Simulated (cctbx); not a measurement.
## Interatomic vectors of TlNiS3

Space group C2/m (no. 12), a = 6.8560 Å, b = 11.7510 Å, c = 6.5060 Å, α = 90.00°, β = 119.62°, γ = 90.00°, content Tl4 Ni4 S12.

Simulated single-crystal data (cctbx): Cu Kα, λ = 1.54184 Å, to d = 0.83 Å, 50 % of the full sphere, strongest reflection 20000 counts, noise from counting, a 3 % proportional error and a noise floor of 2 counts (s.d.); no absorption.

Patterson synthesis, origin scaled to 1000:

```text
Patterson group C 1 2/m 1
      u       v       w   height  length (A)
  0.000   0.000   0.000   1000.0     0.00
  0.183   0.500   0.336    424.2     6.18
  0.162   0.331   0.335    191.4     4.33
  0.049   0.329   0.405    128.3     4.60
  0.130   0.169   0.931    125.2     2.31
  0.112   0.000   0.460    102.5     2.70
  0.078   0.500   0.887    100.3     5.98
  0.000   0.335   0.000     79.1     3.94
  0.218   0.000   0.750     59.4     2.70
  0.132   0.050   0.632     39.7     3.00
  0.176   0.053   0.033     39.5     1.28
  0.053   0.066   0.885     36.1     1.25
  0.104   0.053   0.190     35.6     1.25
  0.026   0.041   0.195     34.7     1.28
```

**Question.** Which atom pairs make the peaks, and where is the heaviest atom?

A peak at u stands for all pairs with xi − xj = u, with weight Σ ZiZj against Σ Z² = 32452 at the origin. Peak heights follow these weights only roughly, since form factors, motion and series ripples differ, all vectors within 0.55 Å of a peak are counted as merged into it though the farther ones add only part of their weight, and F(000) is left out, which lowers the whole map:

| u | v | w | shortest length (Å) | height | 1000 ΣZiZj/ΣZ² | pairs in the cell |
| --- | --- | --- | --- | --- | --- | --- |
| 0.183 | 0.500 | 0.336 | 3.76 | 424 | 404 | 2 × Tl–Tl |
| 0.162 | 0.331 | 0.335 | 4.26 | 191 | 280 | 4 × Tl–Ni |
| 0.049 | 0.329 | 0.405 | 3.92 | 128 | 160 | 4 × Tl–S |
| 0.130 | 0.169 | 0.931 | 2.31 | 125 | 160 | 4 × Tl–S |
| 0.112 | 0.000 | 0.460 | 2.70 | 102 | 160 | 4 × Tl–S |
| 0.078 | 0.500 | 0.887 | 2.61 | 100 | 160 | 4 × Tl–S |
| 0.000 | 0.335 | 0.000 | 3.94 | 79 | 143 | 12 × S–S, 2 × Ni–Ni |
| 0.218 | 0.000 | 0.750 | 2.70 | 59 | 110 | 8 × Ni–S |

The table stops at ten peaks or at a height of 45, below which ripples compete. In the model behind the data Tl, the heaviest element, has 1 independent site: (0.8405, 0, 0.6667), up to an allowed shift of origin; the Tl–Tl vectors are differences of these positions and their symmetry mates. The whole model:

| atom | mult. | x | y | z | Ueq (Å²) |
| --- | --- | --- | --- | --- | --- |
| Tl1 | 4 | 0.8405 | 0 | 0.6667 | 0.0041 |
| Ni1 | 4 | 1/2 | 0.8299 | 0 | 0.0071 |
| S1 | 4 | 0.7462 | 0 | 0.2275 | 0.0081 |
| S2 | 8 | 0.7892 | 0.6740 | 0.2562 | 0.0094 |

This is a model crystal, built by substitution and not relaxed, with assumed displacement parameters.

[Logs are printed without paths, hosts, clocks, repeated set-up lines and the standing remarks that a program may print on its own settings, such as how far it seeks lower states.]
